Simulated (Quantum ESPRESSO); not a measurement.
# C (Diamond): zone-centre phonons, part 2 of 2

Which modes does C (Diamond) have at the zone centre?

Quantum ESPRESSO 7.5; DFT LDA, scalar-relativistic, plane waves, PseudoDojo norm-conserving pseudopotentials.

So far. Step 2 (A probe with smearing): A gap of 4.1 eV opens on this mesh, so the crystal is taken as an insulator; the start stands at -11 GPa. Step 4 (Self-consistent run for the response): The cell stands at -0.019 GPa, close enough for phonons. The relaxed cell has a = 3.537 Å (conventional setting).

**5. Linear response at Γ**

At q = 0 one unit cell holds all displacements; symmetry groups them into irreducible representations that are solved one by one. The response to a field gives ε∞ and the Born charges, which polar modes need.

Input file ph.in:

```
phonons
 &inputph
    prefix='x',
    outdir='./tmp',
    fildyn='g.dyn',
    tr2_ph=1.0d-18,
    epsil=.true.,
 /
0.000000000000 0.000000000000 0.000000000000
```

Launch:

```sh
> OMP_NUM_THREADS=1 mpirun -n 4 ph.x -nk 4 -in ph.in > ph.out
```

Output:

```text
[banners, grids, parts of the stress and lines that vanish by symmetry left out]
[banner, memory and clock lines left out]
Program PHONON v.7.5

     ./tmp/x.save/

     IMPORTANT: XC functional enforced from input :
     Exchange-correlation= PW
                           (   1   4   0   0   0   0   0)
     Any further DFT definition will be discarded
     Please, verify this is what you really want

     G-vector sticks info

     Reading collected, re-writing distributed wavefunctions in ./tmp/

     Number and degeneracy of irreps per q-point
       N         xq(1)         xq(2)         xq(3)   N irreps
       1   0.000000000   0.000000000   0.000000000       2
        3   3

     Calculation of q =    0.0000000   0.0000000   0.0000000

     phonons

     bravais-lattice index     =            0
     lattice parameter (alat)  =       4.7269  a.u.
     unit-cell volume          =      74.6829 (a.u.)^3
     number of atoms/cell      =            2
     number of atomic types    =            1
     kinetic-energy cut-off    =      90.0000  Ry
     charge density cut-off    =     360.0000  Ry
     convergence threshold     =      1.0E-18
     beta                      =       0.7000
     number of iterations used =            4
     Exchange-correlation= PW
                           (   1   4   0   0   0   0   0)

     celldm(1)=    4.72692  celldm(2)=    0.00000  celldm(3)=    0.00000
     celldm(4)=    0.00000  celldm(5)=    0.00000  celldm(6)=    0.00000

     crystal axes: (cart. coord. in units of alat)
               a(1) = ( -0.7071  0.0000  0.7071 )
               a(2) = (  0.0000  0.7071  0.7071 )
               a(3) = ( -0.7071  0.7071  0.0000 )

     reciprocal axes: (cart. coord. in units 2 pi/alat)
               b(1) = ( -0.7071 -0.7071  0.7071 )
               b(2) = (  0.7071  0.7071  0.7071 )
               b(3) = ( -0.7071  0.7071 -0.7071 )

     Atoms inside the unit cell:

     Cartesian axes

     site n.  atom      mass           positions (alat units)
        1  C      12.0110   tau(    1) = (   -0.70711    0.70711    0.70711  )
        2  C      12.0110   tau(    2) = (   -0.35355    0.35355    0.35355  )

     Computing dynamical matrix for
                    q = (   0.0000000   0.0000000   0.0000000 )

     49 Sym.Ops. (with q -> -q+G )

     G cutoff =  203.7512  (   8609 G-vectors)     FFT grid: ( 32, 32, 32)
     number of k points=    72
                       cart. coord. in units 2pi/alat
        k(    1) = (   0.0000000   0.0000000   0.0000000), wk =   0.0011574
        k(    2) = (  -0.0589256   0.0589256  -0.0589256), wk =   0.0092593
        k(    3) = (  -0.1178511   0.1178511  -0.1178511), wk =   0.0092593
        [... further k-points left out ...]

     PseudoPot. # 1 for C  read from file:
     ./pseudo/C.upf
     Pseudo is Norm-conserving + core correction, Zval =  4.0
     Using radial grid of 1234 points,  4 beta functions with:
                l(1) =   0
                l(2) =   0
                l(3) =   1
                l(4) =   1

     Mode symmetry, O_h (m-3m)  point group:

     Electric field:
     Dielectric constant
     Born effective charges as d Force / d E

     Atomic displacements:
     There are    2 irreducible representations

     Representation     1      3 modes -  To be done

     Representation     2      3 modes -  To be done

     Alpha used in Ewald sum =   2.8000

     Electric Fields Calculation

      iter #   1   av.it.:   6.3
      thresh= 1.000E-02 alpha_mix =  0.700 |ddv_scf|^2 =  2.584E-08

      iter #   2   av.it.:  10.5
      thresh= 1.607E-05 alpha_mix =  0.700 |ddv_scf|^2 =  3.387E-10

      iter #   3   av.it.:  10.8
      thresh= 1.841E-06 alpha_mix =  0.700 |ddv_scf|^2 =  1.218E-11

      iter #   4   av.it.:  10.9
      thresh= 3.490E-07 alpha_mix =  0.700 |ddv_scf|^2 =  2.638E-14

      iter #   5   av.it.:  10.0
      thresh= 1.624E-08 alpha_mix =  0.700 |ddv_scf|^2 =  1.681E-18

      iter #   6   av.it.:  10.1
      thresh= 1.297E-10 alpha_mix =  0.700 |ddv_scf|^2 =  5.119E-20

     End of electric fields calculation

          Dielectric constant in cartesian axis

          (       5.706388190      -0.000000000      -0.000000000 )
          (      -0.000000000       5.706388190       0.000000000 )
          (       0.000000000       0.000000000       5.706388190 )

          Effective charges (d Force / dE) in cartesian axis without acoustic sum rule applied (asr)

           atom    1  C     Mean Z*:       -0.00019
      Ex  (       -0.00019       -0.00000        0.00000 )
      Ey  (        0.00000       -0.00019        0.00000 )
      Ez  (        0.00000        0.00000       -0.00019 )
           atom    2  C     Mean Z*:       -0.00019
      Ex  (       -0.00019        0.00000       -0.00000 )
      Ey  (        0.00000       -0.00019       -0.00000 )
      Ez  (       -0.00000       -0.00000       -0.00019 )

          Effective charges Sum: Mean:       -0.00038
             -0.00038        0.00000       -0.00000
              0.00000       -0.00038       -0.00000
              0.00000       -0.00000       -0.00038

          Effective charges (d Force / dE) in cartesian axis with asr applied:
           atom    1  C     Mean Z*:       -0.00000
      E*x (       -0.00000       -0.00000        0.00000 )
      E*y (       -0.00000       -0.00000        0.00000 )
      E*z (        0.00000        0.00000       -0.00000 )
           atom    2  C     Mean Z*:        0.00000
      E*x (        0.00000        0.00000       -0.00000 )
      E*y (        0.00000        0.00000       -0.00000 )
      E*z (       -0.00000       -0.00000        0.00000 )

     Representation #   1 modes #   1   2   3

     Self-consistent Calculation

      iter #   1   av.it.:   6.9
      thresh= 1.000E-02 alpha_mix =  0.700 |ddv_scf|^2 =  1.978E-07

      iter #   2   av.it.:  10.8
      thresh= 4.447E-05 alpha_mix =  0.700 |ddv_scf|^2 =  1.527E-09

      iter #   3   av.it.:  10.6
      thresh= 3.908E-06 alpha_mix =  0.700 |ddv_scf|^2 =  5.222E-11

      iter #   4   av.it.:  11.0
      thresh= 7.226E-07 alpha_mix =  0.700 |ddv_scf|^2 =  1.049E-13

      iter #   5   av.it.:  10.9
      thresh= 3.239E-08 alpha_mix =  0.700 |ddv_scf|^2 =  1.152E-16

      iter #   6   av.it.:  10.7
      thresh= 1.073E-09 alpha_mix =  0.700 |ddv_scf|^2 =  4.475E-18

      iter #   7   av.it.:  10.7
      thresh= 2.115E-10 alpha_mix =  0.700 |ddv_scf|^2 =  6.969E-21

     End of self-consistent calculation

     Convergence has been achieved

     Representation #   2 modes #   4   5   6

     Self-consistent Calculation

      iter #   1   av.it.:   7.2
      thresh= 1.000E-02 alpha_mix =  0.700 |ddv_scf|^2 =  1.276E-07

      iter #   2   av.it.:  11.0
      thresh= 3.572E-05 alpha_mix =  0.700 |ddv_scf|^2 =  1.114E-09

      iter #   3   av.it.:  11.2
      thresh= 3.338E-06 alpha_mix =  0.700 |ddv_scf|^2 =  6.015E-11

      iter #   4   av.it.:  11.3
      thresh= 7.755E-07 alpha_mix =  0.700 |ddv_scf|^2 =  1.248E-13

      iter #   5   av.it.:  11.1
      thresh= 3.532E-08 alpha_mix =  0.700 |ddv_scf|^2 =  2.799E-17

      iter #   6   av.it.:  10.2
      thresh= 5.291E-10 alpha_mix =  0.700 |ddv_scf|^2 =  1.994E-18

      iter #   7   av.it.:  11.0
      thresh= 1.412E-10 alpha_mix =  0.700 |ddv_scf|^2 =  2.449E-22

     End of self-consistent calculation

     Convergence has been achieved

     Number of q in the star =    1
     List of q in the star:
          1   0.000000000   0.000000000   0.000000000

          Dielectric constant in cartesian axis

          (       5.706388190      -0.000000000      -0.000000000 )
          (      -0.000000000       5.706388190       0.000000000 )
          (       0.000000000       0.000000000       5.706388190 )

          Effective charges (d Force / dE) in cartesian axis without acoustic sum rule applied (asr)

           atom    1  C     Mean Z*:       -0.00019
      Ex  (       -0.00019       -0.00000        0.00000 )
      Ey  (        0.00000       -0.00019        0.00000 )
      Ez  (        0.00000        0.00000       -0.00019 )
           atom    2  C     Mean Z*:       -0.00019
      Ex  (       -0.00019        0.00000       -0.00000 )
      Ey  (        0.00000       -0.00019       -0.00000 )
      Ez  (       -0.00000       -0.00000       -0.00019 )

          Effective charges Sum: Mean:       -0.00038
             -0.00038        0.00000       -0.00000
              0.00000       -0.00038       -0.00000
              0.00000       -0.00000       -0.00038

          Effective charges (d Force / dE) in cartesian axis with asr applied:
           atom    1  C     Mean Z*:       -0.00000
      E*x (       -0.00000       -0.00000        0.00000 )
      E*y (       -0.00000       -0.00000        0.00000 )
      E*z (        0.00000        0.00000       -0.00000 )
           atom    2  C     Mean Z*:        0.00000
      E*x (        0.00000        0.00000       -0.00000 )
      E*y (        0.00000        0.00000       -0.00000 )
      E*z (       -0.00000       -0.00000        0.00000 )

     Diagonalizing the dynamical matrix

     q = (    0.000000000   0.000000000   0.000000000 )

 **************************************************************************
     freq (    1) =      -0.042679 [THz] =      -1.423625 [cm-1]
     freq (    2) =      -0.042679 [THz] =      -1.423625 [cm-1]
     freq (    3) =      -0.042679 [THz] =      -1.423625 [cm-1]
     freq (    4) =      39.626078 [THz] =    1321.783677 [cm-1]
     freq (    5) =      39.626078 [THz] =    1321.783677 [cm-1]
     freq (    6) =      39.626078 [THz] =    1321.783677 [cm-1]
 **************************************************************************

     Mode symmetry, O_h (m-3m)  point group:

     freq (   1-   3) =         -1.4  [cm-1]   --> T_1u G_15  G_4- I
     freq (   4-   6) =       1321.8  [cm-1]   --> T_2g G_25' G_5+ R
```

The job ended after 38 s (4 MPI ranks of Arm Neoverse N1, shared host).

Read from the output:

* miss of the charge sum rule: 3.80e-4 e
* largest acoustic frequency at the zone centre before the sum rule: -1.42 cm⁻¹
* highest optical zone-centre mode (no LO-TO term): 1322 cm⁻¹
* lowest optical zone-centre mode: 1322 cm⁻¹
* mean high-frequency dielectric constant: 5.706

Born charge (rows field, columns displacement), before the sum rule (e), principal values of the symmetric part by kind of site:

| atom | atoms with these values | low | middle | high | mean |
| --- | --- | --- | --- | --- | --- |
| C1 | 2 | -0.0002 | -0.0002 | -0.0002 | -0.0002 |

In full for C1:

```
-0.0002  0.0000  0.0000
 0.0000 -0.0002  0.0000
 0.0000  0.0000 -0.0002
```

High-frequency dielectric tensor:

```
5.71 0.00 0.00
0.00 5.71 0.00
0.00 0.00 5.71
```

The acoustic modes at Γ come out as far as 1.4 cm⁻¹ from zero, where they should vanish, a small numerical error; the Born charges miss their sum rule by 3.8e-4 e, which is good.

**6. Zone-centre analysis**

A rigid shift of the crystal must cost nothing, but grids and finite bases break this; the acoustic sum rule is imposed before the matrix is diagonalised again.

Input file dynmat.in:

```
 &input
    fildyn='g.dyn',
    asr='simple',
    fileig='dynmat.eig',
    lperm=.true.,
 /
```

Launch:

```sh
> dynmat.x -in dynmat.in > dynmat.out
```

Output:

```text
[banner, memory and clock lines left out]
Program DYNMAT v.7.5

     Reading Dynamical Matrix from file g.dyn
     ...Force constants read
     ...epsilon and Z* read
     A direction for q was not specified:TO-LO splitting will be absent

     Polarizability (A^3 units)
     multiply by 0.389287 for Clausius-Mossotti correction
         4.144788   -0.000000    0.000000
        -0.000000    4.144788    0.000000
        -0.000000    0.000000    4.144788

     IR activities are in (D/A)^2/amu units

# mode   [cm-1]    [THz]      IR
    1      0.00    0.0000    0.0000
    2      0.00    0.0000    0.0000
    3      0.00    0.0000    0.0000
    4   1321.78   39.6261    0.0000
    5   1321.78   39.6261    0.0000
    6   1321.78   39.6261    0.0000

Electronic dielectric permittivity tensor (relative, adimensional)
         5.706388   -0.000000    0.000000
        -0.000000    5.706388    0.000000
        -0.000000    0.000000    5.706388

 ... with zone-center polar mode contributions
         5.706388    0.000000    0.000000
         0.000000    5.706388    0.000000
         0.000000    0.000000    5.706388
```

Run time: 0.49 s. Hardware: 1 thread.

Unit eigenvectors of the mass-weighted matrix after the sum rule; no LO-TO term. Modes at Γ:

| mode | frequency (cm⁻¹) | symmetry |
| --- | --- | --- |
| 1 | 0.0 | acoustic |
| 2 | 0.0 | acoustic |
| 3 | 0.0 | acoustic |
| 4 | 1321.8 | T2g |
| 5 | 1321.8 | T2g |
| 6 | 1321.8 | T2g |

Displacements in mode 5 (1321.8 cm⁻¹), the largest set to 1:
```
C1   0.00  0.00  1.00
C2   0.00  0.00 -1.00
```

The rule moves no optical mode by more than 0.1 cm⁻¹.

**7. What came out**

```
space group after relaxation                                           : Fd-3m
volume per atom                                                        : 5.53 Å³
gap on the k-mesh                                                      : 4.22 eV
highest optical zone-centre mode (no LO-TO term)                       : 1322 cm⁻¹
mean high-frequency dielectric constant                                : 5.71
imaginary optical modes at the zone centre (no q mesh in this session) : none
```

What this shows: At the LDA level the optical modes of C (Diamond) at the zone centre lie at 1322 cm⁻¹. These are harmonic frequencies at zero temperature: anharmonic shifts and linewidths and thermal expansion are left out.

Computed beside measured:

| quantity | measured | LDA PseudoDojo norm-conserving, Quantum ESPRESSO |
| --- | --- | --- |
| lattice constant a (Å) | 3.567 | 3.537 (-0.8 %) |
| Raman mode, first-order diamond Raman … (cm⁻¹) | 1332.9 | 1322 (-0.8 %) |

Measured values from pmc:9553866 (2022) and pmc:7655941 (2020).

**Verdict.** The lattice constant a is off by -0.8 %: fair agreement. The Raman mode is off by -0.8 %: good agreement. The grades are ours: good and fair within 0.7 and 1.5 % for the lattice constant a and 3 and 7 % for the Raman mode. 1 further measured lines are left out: they lack a usable label, or no computed mode of their label or degeneracy could be paired (by label, or within 15 % without labels). For lattice constants and Raman mode the calculation has a static lattice, without zero-point motion or thermal expansion.

[Host names and launcher messages were left out of these logs when they were recorded.]

[Logs are printed without paths, hosts, clocks, repeated set-up lines and the standing remarks that a program may print on its own settings, such as how far it seeks lower states.]

[Hosts, paths, dates, database ids (printed as entryN), source tags and the programs' standing remarks are cut or masked in the printed files.]
